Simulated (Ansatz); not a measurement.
# K on Pd(100): change of the work function, part 2 of 3

How does one ordered layer of K (top site) change the work function of Pd(100), and what dipole does each adsorbate carry?

Ansatz 0.2.0; plane-wave DFT, LDA, Ansatz PAW.

So far, work function, upper face (eV): step 2 (the clean slab) 5.49.

## Step 3: The covered slab

System of this step: KPd16 (K/Pd(100)). The cell holds 17 atoms: 16 Pd and 1 K. Cell: a = 5.501 Å, b = 5.501 Å, c = 27.249 Å, α = 90.0°, β = 90.0°, γ = 90.0°. Vacuum lies along c.

The clean slab as it ended is repeated in the plane and the adsorbate is set on one face; the cell's size fixes the coverage, and the k-mesh shrinks with it to keep the sampling density about even. Adsorbate and upper layers relax, since the dipole depends on the height.

input.yaml reads:

```yaml
crystal:
  lattice:
    - [5.5012907576, 0.0, 0.0]
    - [0.0, 5.5012907576, 0.0]
    - [0.0, 0.0, 27.2490906969]
  atoms:
    - { symbol: Pd, position: [0.25, 0.25, 0.3302862507] }
    - { symbol: Pd, position: [0.0, 0.0, 0.4016647792] }
    - { symbol: Pd, position: [0.25, 0.25, 0.4702295839] }
    - { symbol: Pd, position: [0.0, 0.0, 0.5379295353] }
    - { symbol: Pd, position: [0.25, 0.75, 0.3302862507] }
    - { symbol: Pd, position: [0.0, 0.5, 0.4016647792] }
    - { symbol: Pd, position: [0.25, 0.75, 0.4702295839] }
    - { symbol: Pd, position: [0.0, 0.5, 0.5379295353] }
    - { symbol: Pd, position: [0.75, 0.25, 0.3302862507] }
    - { symbol: Pd, position: [0.5, 0.0, 0.4016647792] }
    - { symbol: Pd, position: [0.75, 0.25, 0.4702295839] }
    - { symbol: Pd, position: [0.5, 0.0, 0.5379295353] }
    - { symbol: Pd, position: [0.75, 0.75, 0.3302862507] }
    - { symbol: Pd, position: [0.5, 0.5, 0.4016647792] }
    - { symbol: Pd, position: [0.75, 0.75, 0.4702295839] }
    - { symbol: Pd, position: [0.5, 0.5, 0.5379295353] }
    - { symbol: K, position: [0.0, 0.0, 0.6697137493] }
kpoints:
  mp_grid: { grid: [6, 6, 1] }
hamiltonian:
  xc: lda
scf:
  occupations: { method: fermi_dirac, width: 0.1 }
  convergence: { dr2_threshold: 1.0e-08 }
efield:
  axis: 3
  dipole_correction: true
  ramp_position: 0.97
  ramp_width: 0.06
relax:
  f_tol: 0.02
  max_steps: 60
  constraints: [{ sites: [0, 1, 4, 5, 8, 9, 12, 13] }]
output:
  bader: true
  dos: { projected: true, e_range: [-8, 4] }
  write_potential: true
  write_density: true
  volumetric_format: npy
  elf: true
```

On the command line:

```
$ ansatz run input.yaml --threads 4 --pin off --max-ram 6144MiB --backend cpu --events-out ev --progress --plain --runs-dir out
```

Numbers of over 12 decimals in the logs are rounded to 6 here.

The program printed:

```text
[...]
Crystal: 17 atoms, lattice volume = 824.672 Å³
Basis set: ecut = 420 eV, 16063 PW (Γ)
Bands: 179, of which v1, the nominal top of the filled ones, is band 149 counted from 1 (148 counted from 0)
Symmetry: 8 space group operations
[...]
k-points: 10 of 36
[...]
SCF iter   1: F=—  HF=-111003.431237 eV  |F-HF|=—  |Δ(HF+E_count)|=         —  Δρ=1.87e-2  dr2=2.26e1  ethr=1.77e-3  p=0.593 e·Å  D=1.30e-1 V/Å  ΔV_dip=-3.55 eV  dr2_dipole=6.37e-2  V_vac-E_F(+/−)=1.29/4.84 eV  ⟨swp⟩=7.7  Hψ=7837  notcnv=0  defer=55
[...]
SCF iter  14: F=-111002.702131 eV  HF=-111002.702131 eV  |F-HF|=2.63e-9  |Δ(HF+E_count)|=   2.33e-9  Δρ=6.97e-7  dr2=6.47e-9  ethr=3.37e-12  p=0.549 e·Å  D=1.20e-1 V/Å  ΔV_dip=-3.28 eV  dr2_dipole=2.15e-10  V_vac-E_F(+/−)=2.22/5.50 eV  ⟨swp⟩=18.4  Hψ=13257  notcnv=0
SCF 1 converged in 14 iterations: F = -111002.702131 eV  dr2 = 6.47e-9
[...]
relax step   1: F+E_penalty+E_count = -111002.70213070 eV  Δ(F+E_penalty+E_count) = +0.000e0 eV  max|allowed force component| = 8.768e-1 eV/Å  Δτ_max = 0.0000 Å  (14 SCF iters, accepted)
[...]
iter 1 solved again at ethr=3.14e-5 eV; its pass at ethr=3.10e-3 eV (dr2=9.31e-2 eV) is discarded
[...]
SCF iter  11: F=-111002.843367 eV  HF=-111002.843367 eV  |F-HF|=7.10e-9  |Δ(HF+E_count)|=   8.08e-9  Δρ=7.47e-7  dr2=8.69e-9  ethr=3.37e-12  p=0.564 e·Å  D=1.24e-1 V/Å  ΔV_dip=-3.37 eV  dr2_dipole=5.65e-10  V_vac-E_F(+/−)=2.12/5.50 eV  ⟨swp⟩=15.9  Hψ=12767  notcnv=0
SCF 2 converged in 11 iterations: F = -111002.843367 eV  dr2 = 8.69e-9
[...]
relax step   2: F+E_penalty+E_count = -111002.84336723 eV  Δ(F+E_penalty+E_count) = -1.412e-1 eV  max|allowed force component| = 9.199e-1 eV/Å  Δτ_max = 0.1665 Å  (11 SCF iters, accepted)
SCF iter   1: F=—  HF=-111003.051945 eV  |F-HF|=—  |Δ(HF+E_count)|=         —  Δρ=2.34e-3  dr2=1.56e-1  ethr=3.25e-4  p=0.564 e·Å  D=1.24e-1 V/Å  ΔV_dip=-3.37 eV  dr2_dipole=5.19e-4  V_vac-E_F(+/−)=2.13/5.51 eV  ⟨swp⟩=5.9  Hψ=4658  notcnv=0  defer=95
[...]
SCF iter  13: F=-111003.043600 eV  HF=-111003.043600 eV  |F-HF|=1.05e-9  |Δ(HF+E_count)|=   2.47e-9  Δρ=3.49e-7  dr2=2.14e-9  ethr=3.37e-12  p=0.588 e·Å  D=1.29e-1 V/Å  ΔV_dip=-3.52 eV  dr2_dipole=8.07e-11  V_vac-E_F(+/−)=1.98/5.50 eV  ⟨swp⟩=15.5  Hψ=11533  notcnv=0
SCF 3 converged in 13 iterations: F = -111003.043600 eV  dr2 = 2.14e-9
relax step   3: F+E_penalty+E_count = -111003.04360007 eV  Δ(F+E_penalty+E_count) = -2.002e-1 eV  max|allowed force component| = 9.098e-1 eV/Å  Δτ_max = 0.1949 Å  (13 SCF iters, accepted)
[...]
relax step   4: F+E_penalty+E_count = -111003.22165586 eV  Δ(F+E_penalty+E_count) = -1.781e-1 eV  max|allowed force component| = 7.792e-1 eV/Å  Δτ_max = 0.1950 Å  (12 SCF iters, accepted)
[...]
relax step   5: F+E_penalty+E_count = -111003.35059880 eV  Δ(F+E_penalty+E_count) = -1.289e-1 eV  max|allowed force component| = 4.951e-1 eV/Å  Δτ_max = 0.1950 Å  (13 SCF iters, accepted)
[...]
relax step   6: F+E_penalty+E_count = -111003.42495708 eV  Δ(F+E_penalty+E_count) = -7.436e-2 eV  max|allowed force component| = 1.816e-1 eV/Å  Δτ_max = 0.2000 Å  (12 SCF iters, accepted)
[...]
relax step   7: F+E_penalty+E_count = -111003.43189063 eV  Δ(F+E_penalty+E_count) = -6.934e-3 eV  max|allowed force component| = 3.474e-2 eV/Å  Δτ_max = 0.0942 Å  (12 SCF iters, accepted)
SCF iter   1: F=—  HF=-111003.432562 eV  |F-HF|=—  |Δ(HF+E_count)|=         —  Δρ=3.69e-4  dr2=2.24e-3  ethr=3.28e-6  p=0.636 e·Å  D=1.40e-1 V/Å  ΔV_dip=-3.80 eV  dr2_dipole=4.24e-4  V_vac-E_F(+/−)=1.69/5.49 eV  ⟨swp⟩=3.0  Hψ=4337  notcnv=0  defer=124
[...]
SCF iter   9: F=-111003.432284 eV  HF=-111003.432284 eV  |F-HF|=1.46e-10  |Δ(HF+E_count)|=   2.81e-8  Δρ=4.69e-7  dr2=3.94e-9  ethr=3.37e-12  p=0.637 e·Å  D=1.40e-1 V/Å  ΔV_dip=-3.81 eV  dr2_dipole=6.74e-12  V_vac-E_F(+/−)=1.69/5.50 eV  ⟨swp⟩=12.0  Hψ=12617  notcnv=0
SCF 8 converged in 9 iterations: F = -111003.432284 eV  dr2 = 3.94e-9
relax step   8: F+E_penalty+E_count = -111003.43228435 eV  Δ(F+E_penalty+E_count) = -3.937e-4 eV  max|allowed force component| = 2.588e-3 eV/Å  Δτ_max = 0.0171 Å  (9 SCF iters, accepted)
NSCF: frozen V_eff on 10 k-points
[...]
SCF converged after 9 iterations
Free energy (F): -111003.432284 eV
[...]
Internal energy: -111002.452991 eV  (E = F + TS)
E sigma→0 (E₀):  -111002.942638 eV
Entropy (-TS):   -0.979293 eV (-57.605 meV/atom)
Fermi energy:    3.445680 eV
Dipole field:    D = 0.139807 V/Å  (p = 0.637160 e·Å, saw-weighted, corrected)
Work function:   Φ+ = 1.6856 eV   Φ− = 5.4952 eV
[...]
--- Forces (eV/Å), atoms counted from 1 ---
  atom   1  Pd     0.00235824     0.00235824     0.53870598
  atom   2  Pd     0.00000000     0.00000000    -0.40478956
  atom   3  Pd     0.00125054     0.00125054    -0.00039337
  atom   4  Pd    -0.00000000     0.00000000     0.00258786
  atom   5  Pd     0.00235824    -0.00235824     0.53870598
  atom   6  Pd     0.00000000     0.00000000    -0.53706309
  atom   7  Pd     0.00125054    -0.00125054    -0.00039337
  atom   8  Pd     0.00000000     0.00000000     0.00075852
  atom   9  Pd    -0.00235824     0.00235824     0.53870598
  atom  10  Pd    -0.00000000     0.00000000    -0.53706309
  atom  11  Pd    -0.00125054     0.00125054    -0.00039337
  atom  12  Pd     0.00000000     0.00000000     0.00075852
  atom  13  Pd    -0.00235824    -0.00235824     0.53870598
  atom  14  Pd     0.00000000     0.00000000    -0.67558971
  atom  15  Pd    -0.00125054    -0.00125054    -0.00039337
  atom  16  Pd     0.00000000     0.00000000    -0.00024500
  atom  17  K      0.00000000     0.00000000    -0.00237648
  max |Σ_I F_I| component: 2.28e-4 eV/Å
--- Band table (eV; the first three rows and the last of 10) ---
  k-point 0: bands = [... 145 lower, 3.5403, 3.5403, 3.6135, 3.6190, 3.6845, 3.9338, 4.0899, 4.5251, ... 26 higher]
  k-point 1: bands = [... 145 lower, 3.4167, 3.4297, 3.4742, 3.5905, 3.7389, 3.7518, 3.8616, 3.9453, ... 26 higher]
  k-point 2: bands = [... 145 lower, 3.3366, 3.3390, 3.3607, 3.3893, 3.4436, 3.5337, 3.5693, 3.6013, ... 26 higher]
  k-point 9: bands = [... 145 lower, 2.8491, 2.8491, 2.8688, 3.4683, 3.4862, 3.4988, 3.4988, 4.0379, ... 26 higher]
--- Relaxed structure (8 steps of the walk, 8 accepted, 0 SCFs on fresh bases) ---
  F+E_penalty+E_count = -111003.43228435 eV   max|allowed force component| = 2.588e-3 eV/Å
  atoms:
    - { symbol: Pd, position: [0.25, 0.25, 0.330286] }
    - { symbol: Pd, position: [0.0, 0.0, 0.401665] }
    - { symbol: Pd, position: [0.252901, 0.252901, 0.470387] }
    - { symbol: Pd, position: [0, 0.0, 0.534148] }
    - { symbol: Pd, position: [0.25, 0.75, 0.330286] }
    - { symbol: Pd, position: [0.0, 0.5, 0.401665] }
    - { symbol: Pd, position: [0.252901, 0.747099, 0.470387] }
    - { symbol: Pd, position: [0, 0.5, 0.539744] }
    - { symbol: Pd, position: [0.75, 0.25, 0.330286] }
    - { symbol: Pd, position: [0.5, 0.0, 0.401665] }
    - { symbol: Pd, position: [0.747099, 0.252901, 0.470387] }
    - { symbol: Pd, position: [0.5, 0.0, 0.539744] }
    - { symbol: Pd, position: [0.75, 0.75, 0.330286] }
    - { symbol: Pd, position: [0.5, 0.5, 0.401665] }
    - { symbol: Pd, position: [0.747099, 0.747099, 0.470387] }
    - { symbol: Pd, position: [0.5, 0.5, 0.540431] }
    - { symbol: K, position: [0, 0.0, 0.631973] }
--- Bader charges: 17 sites ---
  site symbol  charge [e]  shift [e]
     0     Pd     -0.0331     0.0000
     1     Pd      0.0296     0.0000
     2     Pd      0.0246     0.0001
     3     Pd     -0.1899     0.0003
     4     Pd     -0.0331     0.0000
     5     Pd      0.0302     0.0000
     6     Pd      0.0246     0.0001
     7     Pd     -0.2135     0.0001
     8     Pd     -0.0331     0.0000
     9     Pd      0.0302     0.0000
    10     Pd      0.0246     0.0001
    11     Pd     -0.2135     0.0001
    12     Pd     -0.0331     0.0000
    13     Pd      0.0277     0.0000
    14     Pd      0.0246     0.0001
    15     Pd     -0.1544     0.0001
    16      K      0.6877     0.0001
  estimated error of the sums over rays = 5.6e-4 e
```

Wall time 2.9 min (4 threads of Intel Xeon 6975P-C (Granite Rapids), shared host); peak memory 3.7 GiB.

Step by step:

```csv
step,energy less that of the first step (eV),largest force component (eV/Å)
1,0.0000,0.8768
2,-0.1412,0.9199
3,-0.3415,0.9098
4,-0.5195,0.7792
5,-0.6485,0.4951
6,-0.7228,0.1816
7,-0.7298,0.0347
8,-0.7302,0.0026
```

The run keeps the 8 symmetry operations that it works with, so distortions that break them were not tested.

The atoms that moved most (Å):

```csv
atom,dx,dy,dz,length
K17,0.000,0.000,-1.028,1.028
Pd4,0.000,0.000,-0.103,0.103
Pd16,0.000,0.000,0.068,0.068
Pd12,0.000,0.000,0.049,0.049
Pd8,0.000,0.000,0.049,0.049
Pd3,0.016,0.016,0.004,0.023
Pd7,0.016,-0.016,0.004,0.023
Pd11,-0.016,0.016,0.004,0.023
```

Numbers from this step:

| Property | Result |
| --- | --- |
| energy at zero smearing | -111002.9426 eV |
| work function, upper face | 1.686 eV |
| work function, lower face | 5.495 eV |
| dipole along the normal | 0.6372 e·Å |
| step between the vacuum levels | -3.810 eV |

Running mean over 1.945 Å of the planar mean; the ramp of the sawtooth is left out. Table of electron's electrostatic potential energy less the Fermi level by z:

```csv
z (Å),electron's electrostatic potential energy less the Fermi level (eV)
4,5.50
5,5.49
6,5.46
7,4.93
8,-1.37
9,-7.87
10,-8.28
11,-8.61
12,-9.25
13,-8.89
14,-9.13
15,-7.13
16,0.00843
17,0.464
18,0.249
19,1.43
20,1.63
21,1.67
22,1.68
23,1.68
24,1.69
```

The density of states has structure finer than the step of the table below, so its rows give means over 0.5 eV, whole bins alone (the curve runs from -8 to 1.98 eV). Peaks (eV: height): -2.80: 45.2, -2.62: 59.3, -2.38: 57.5, -2.20: 45.6, -1.65: 54.3, -0.54: 48.2, 0.06: 46.8.

The density of states by energy, zero at the Fermi level; means over each step:

energy (eV), density of states (states/eV a cell) and a bar:
```
     -7.5        0.0 
     -7.0        0.1 
     -6.5        1.2 #
     -6.0        1.4 #
     -5.5        3.3 ###
     -5.0       22.5 #################
     -4.5       23.5 ##################
     -4.0       27.6 #####################
     -3.5       24.5 ###################
     -3.0       29.6 #######################
     -2.5       38.6 ##############################
     -2.0       28.0 ######################
     -1.5       34.8 ###########################
     -1.0       35.3 ###########################
     -0.5       37.3 #############################
      0.0       27.8 ######################
      0.5        6.8 #####
      1.0        6.2 #####
      1.5        6.0 #####
```

Projected DOS per atom over height of the atomic layer and energy from the Fermi level. Layers: Pd4 Pd4 Pd4 Pd4 K from below.

Ten even steps from '0' (0.00 states/eV) to '9' (2.83 states/eV), each cell a mean:
```
00001
00001
00001
10012
67741
97670
95581
75580
94380
84480
68870
55440
56450
46640
16930
05710
00000
00000
00000
00000
00000
00000
```
Columns: height of the atomic layer (Å) from 9 to 17.2 (not evenly spaced); rows upwards: energy from the Fermi level (eV) from -7.96 to 1.95.

ELF in the ca plane at fractional y = 0.000, with atoms of Pd and K within 0.2 Å of it. It is the smooth field of the valence electrons, not physical close to the nuclei.

Values, 8 rows by 16 columns, each cell a mean:
```
0.15 0.18 0.39 0.44 0.19 0.22 0.46 0.38 0.45 0.83 0.54 0.04 0.05 0.02 0.00 0.00
0.19 0.20 0.22 0.24 0.21 0.21 0.24 0.24 0.15 0.48 0.18 0.02 0.03 0.01 0.00 0.00
0.18 0.20 0.26 0.29 0.20 0.20 0.28 0.27 0.14 0.03 0.01 0.02 0.02 0.01 0.00 0.00
0.14 0.18 0.42 0.44 0.19 0.19 0.44 0.44 0.22 0.12 0.05 0.03 0.01 0.00 0.00 0.00
0.15 0.18 0.39 0.44 0.19 0.19 0.44 0.42 0.21 0.09 0.03 0.03 0.02 0.01 0.00 0.00
0.19 0.20 0.22 0.24 0.21 0.21 0.23 0.24 0.11 0.05 0.02 0.02 0.02 0.01 0.00 0.00
0.18 0.20 0.26 0.29 0.20 0.20 0.30 0.26 0.23 0.69 0.30 0.02 0.04 0.02 0.00 0.00
0.14 0.18 0.42 0.44 0.19 0.23 0.44 0.41 0.49 0.78 0.59 0.04 0.05 0.02 0.00 0.00
```
Columns run along c (16.0 Å, from fractional 0.29 to 0.88 of the cell), rows up along a (5.5 Å). Atoms in or near the plane, at fractional coordinates: Pd at (0.40, 0.00), Pd at (0.53, 0.00), Pd at (0.40, 0.50), Pd at (0.54, 0.50), K at (0.63, 0.00).

Electrostatic potential energy in the ca plane at fractional y = 0.000, with atoms of Pd and K within 0.2 Å of it. With pseudopotentials it is smooth inside the atoms' cores, unlike the true potential.

Ten even steps from '0' (-54 eV) to '9' (7 eV), each cell a mean:
```
99999840004899985100489731147999999999999999
99999974347999997434799864468999999999999999
99999998789999999878999988889999999999999999
99999999999999999999999999999999999999999999
99999998789999999878899999999999999999999999
99999974247999998533689999999999999999999999
99999840004899997200279999999999999999999999
99999840003899996100279999999999999999999999
99999962025999997311489999999999999999999999
99999986568999999766799999999999999999999999
99999999899999999999999999999999999999999999
99999999899999999989999998899999999999999999
99999986568999998656899876678999999999999999
99999962025999996202589742258999999999999999
99999840003899984000488620037999999999999999
```
Columns run along c (16.0 Å, from fractional 0.29 to 0.88 of the cell; values clipped at the 3rd and 97th percentile), rows up along a (5.5 Å). Atoms in or near the plane, at fractional coordinates: Pd at (0.40, 0.00), Pd at (0.53, 0.00), Pd at (0.40, 0.50), Pd at (0.54, 0.50), K at (0.63, 0.00).

Valence density in the ca plane at fractional y = 0.000, with atoms of Pd and K within 0.2 Å of it. It is the smooth field of the valence electrons, not physical close to the nuclei.

Ten steps, logarithmic in the rise over the least value, from '0' (0 e/Å³) to '9' (13 e/Å³), each cell a mean:
```
00111369996311136999632467763100000000000000
01111246764221224676421245542000000000000000
11222223432222222343211123320000000000000000
11222222222222222222210000000000000000000000
11222223432222222344311000000000000000000000
01111246774221123677531000000000000000000000
00111369996311124899841000000000000000000000
00111369997311125899841000000000000000000000
01111258885211124788731000000000000000000000
01122235553222222455421000000000000000000000
11222222322222222222210000000000000000000000
11222222322222222232210011110000000000000000
01122235653222223565321234431000000000000000
01111258985211125898521356652100000000000000
00111369997311136999732467763100000000000000
```
Columns run along c (16.0 Å, from fractional 0.29 to 0.88 of the cell), rows up along a (5.5 Å). Atoms in or near the plane, at fractional coordinates: Pd at (0.40, 0.00), Pd at (0.53, 0.00), Pd at (0.40, 0.50), Pd at (0.54, 0.50), K at (0.63, 0.00).

The relaxation took 8 steps and lowered the energy by 0.73 eV; the largest force on the free atoms ends at 0.0026 eV/Å.

By hand: a sheet of dipoles makes a step −p/(ε₀A) in the electron's potential. With e/ε₀ = 180.95 V·Å, p = 0.6372 e·Å and A = 30.26 Å², that is −180.95 × (0.6372) / 30.26 = -3.810 eV, and the two vacuum levels of the run differ by -3.810 eV.

The covered face has 1.69 eV, -3.80 eV against the clean one; the bare back face has moved by +0.00 eV, a measure of how thin the slab is.

## Step 4: Work function against coverage

This step: plane-wave DFT, LDA, Ansatz PAW; work function against coverage (Ansatz 0.2.0).

The runs are now put side by side.

This step gave:

| Quantity | Value |
| --- | --- |
| work function of the clean face | 5.486 eV |
| largest change of the work function | -3.801 eV |

The work function of the covered face by coverage:

```csv
coverage (adsorbates/nm²),work function of the covered face (eV)
0.00,5.49
3.30,1.69
```

The dipole per adsorbate comes from the change of the cell's dipole. Coverage, by row:

```csv
coverage (1/nm²),coverage (ML),work function (eV),change (eV),"dipole per adsorbate, positive end outwards (debye)",mean height of the added atoms over the highest substrate atom (Å)
3.304,0.25,1.686,-3.801,3.054,2.494
```

## Step 5: The slab at 0.25 ML, atoms frozen

This step: plane-wave DFT, LDA, Ansatz PAW (Ansatz 0.2.0).

To see where the charge goes, the covered slab, the bare substrate and the adsorbate layer are each run at the same frozen positions and on the same grid.

input.yaml reads:

```yaml
crystal:
  lattice:
    - [5.5012907576, 0.0, 0.0]
    - [0.0, 5.5012907576, 0.0]
    - [0.0, 0.0, 27.2490906969]
  atoms:
    - { symbol: Pd, position: [0.25, 0.25, 0.3302862507] }
    - { symbol: Pd, position: [0.0, 0.0, 0.4016647792] }
    - { symbol: Pd, position: [0.252900648, 0.252900648, 0.4703867238] }
    - { symbol: Pd, position: [0.0, 0.0, 0.5341478948] }
    - { symbol: Pd, position: [0.25, 0.75, 0.3302862507] }
    - { symbol: Pd, position: [0.0, 0.5, 0.4016647792] }
    - { symbol: Pd, position: [0.252900648, 0.747099352, 0.4703867238] }
    - { symbol: Pd, position: [0.0, 0.5, 0.5397439853] }
    - { symbol: Pd, position: [0.75, 0.25, 0.3302862507] }
    - { symbol: Pd, position: [0.5, 0.0, 0.4016647792] }
    - { symbol: Pd, position: [0.747099352, 0.252900648, 0.4703867238] }
    - { symbol: Pd, position: [0.5, 0.0, 0.5397439853] }
    - { symbol: Pd, position: [0.75, 0.75, 0.3302862507] }
    - { symbol: Pd, position: [0.5, 0.5, 0.4016647792] }
    - { symbol: Pd, position: [0.747099352, 0.747099352, 0.4703867238] }
    - { symbol: Pd, position: [0.5, 0.5, 0.5404308192] }
    - { symbol: K, position: [0.0, 0.0, 0.6319726108] }
kpoints:
  mp_grid: { grid: [6, 6, 1] }
hamiltonian:
  xc: lda
scf:
  occupations: { method: fermi_dirac, width: 0.1 }
  convergence: { dr2_threshold: 1.0e-08 }
efield:
  axis: 3
  dipole_correction: true
  ramp_position: 0.97
  ramp_width: 0.06
output:
  write_potential: true
  write_density: true
  volumetric_format: npy
```

The program printed:

```text
[...]
Crystal: 17 atoms, lattice volume = 824.672 Å³
Basis set: ecut = 420 eV, 16063 PW (Γ)
Bands: 179, of which v1, the nominal top of the filled ones, is band 149 counted from 1 (148 counted from 0)
Symmetry: 8 space group operations
[...]
k-points: 10 of 36
[...]
SCF iter   1: F=—  HF=-111003.813627 eV  |F-HF|=—  |Δ(HF+E_count)|=         —  Δρ=1.42e-2  dr2=9.05e0  ethr=1.77e-3  p=0.525 e·Å  D=1.15e-1 V/Å  ΔV_dip=-3.14 eV  dr2_dipole=1.04e0  V_vac-E_F(+/−)=1.74/4.88 eV  ⟨swp⟩=7.6  Hψ=7825  notcnv=0  defer=87
[...]
SCF iter  13: F=-111003.432284 eV  HF=-111003.432284 eV  |F-HF|=4.45e-9  |Δ(HF+E_count)|=   4.70e-8  Δρ=4.75e-7  dr2=3.09e-9  ethr=3.37e-12  p=0.637 e·Å  D=1.40e-1 V/Å  ΔV_dip=-3.81 eV  dr2_dipole=8.65e-11  V_vac-E_F(+/−)=1.69/5.50 eV  ⟨swp⟩=18.9  Hψ=7323  notcnv=0
SCF 1 converged in 13 iterations: F = -111003.432284 eV  dr2 = 3.09e-9
[...]
SCF converged after 13 iterations
Free energy (F): -111003.432284 eV
[...]
Internal energy: -111002.452992 eV  (E = F + TS)
E sigma→0 (E₀):  -111002.942638 eV
Entropy (-TS):   -0.979293 eV (-57.605 meV/atom)
Fermi energy:    3.445660 eV
Dipole field:    D = 0.139798 V/Å  (p = 0.637120 e·Å, saw-weighted, corrected)
Work function:   Φ+ = 1.6857 eV   Φ− = 5.4950 eV
[...]
--- Band table (eV; the first three rows and the last of 10) ---
  k-point 0: bands = [... 145 lower, 3.5402, 3.5402, 3.6135, 3.6190, 3.6844, 3.9338, 4.0899, 4.5250, ... 26 higher]
  k-point 1: bands = [... 145 lower, 3.4167, 3.4297, 3.4742, 3.5905, 3.7389, 3.7518, 3.8616, 3.9453, ... 26 higher]
  k-point 2: bands = [... 145 lower, 3.3366, 3.3390, 3.3607, 3.3893, 3.4436, 3.5337, 3.5693, 3.6013, ... 26 higher]
  k-point 9: bands = [... 145 lower, 2.8491, 2.8491, 2.8688, 3.4682, 3.4861, 3.4988, 3.4988, 4.0379, ... 26 higher]
```

Elapsed: 27 s, on 4 threads; peak memory 3.5 GiB; 1.8 min of CPU time.

This step gave:

* dipole along the normal: 0.6371 e·Å
* step between the vacuum levels: -3.809 eV

The work function of the upper face is 1.69 eV.

(Part 2 of 3 ends here.)

[Logs are printed without paths, hosts, clocks, repeated set-up lines and the standing remarks that a program may print on its own settings, such as how far it seeks lower states.]

[Hosts, paths, dates, database ids (printed as entryN), source tags and the programs' standing remarks are cut or masked in the printed files.]

[Maps of the electrostatic potential energy from Ansatz leave out the sawtooth potential of an applied field or a dipole correction, so their vacuum need not be flat; planar profiles and work functions include it.]

[The density of states shown here was stored with 400 of the rows of the run's finer table, so its peaks can read low, often by over a quarter, or be missed, and its means over a window can be off by a tenth or more.]
